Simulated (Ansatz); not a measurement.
Rows from a G0W0 calculation on Si2MoN4 (MoSi2N4-type monolayer) (Ansatz 0.2.0; G0W0 on PBEsol, plane waves, PAW; 9×9×1 mesh, 326 empty bands, screening to 66 eV), in eV. Spin-orbit coupling is left out.

| row | k | band | start | Σx | Σc at the solution | Vxc |
| --- | --- | --- | --- | --- | --- | --- |
| A | Γ | v1 | -5.385 | -20.910 | 1.177 | -19.916 |
| B | Γ | v2 | -7.759 | -21.135 | 3.502 | -17.271 |
| C | Γ | c1 | -2.558 | -15.158 | -3.874 | -20.178 |
| D | (0.333, 0.333, 0.000) | c2 | -1.256 | -15.952 | -5.116 | -22.212 |
| E | (0.333, 0.333, 0.000) | c1 | -3.656 | -17.238 | -3.213 | -21.539 |
| F | (0.333, 0.333, 0.000) | v1 | -5.756 | -20.789 | 1.020 | -20.012 |

**Question.** Give the quasiparticle energies and the shift of each level.

The quasiparticle equation reads E = start + Σx + Σc(E) − Vxc.

| row | E (eV) | shift (eV) |
| --- | --- | --- |
| A | -5.202 | +0.183 |
| B | -8.121 | −0.362 |
| C | -1.411 | +1.147 |
| D | -0.112 | +1.144 |
| E | -2.567 | +1.089 |
| F | -5.513 | +0.243 |

The gap over the computed points goes from 1.73 eV to 2.63 eV.

Limits: not at the basis limit; coarse mesh for a sheet; no spin-orbit coupling.

[Runs of the session that timed out or met a known fault of the program may be left out.]

[Cells called generated may have been cut or substituted from an entry of the Crystallography Open Database or the Materials Project.]

[Hosts, paths, dates, database ids (printed as entryN), source tags and the programs' standing remarks are cut or masked in the printed files.]
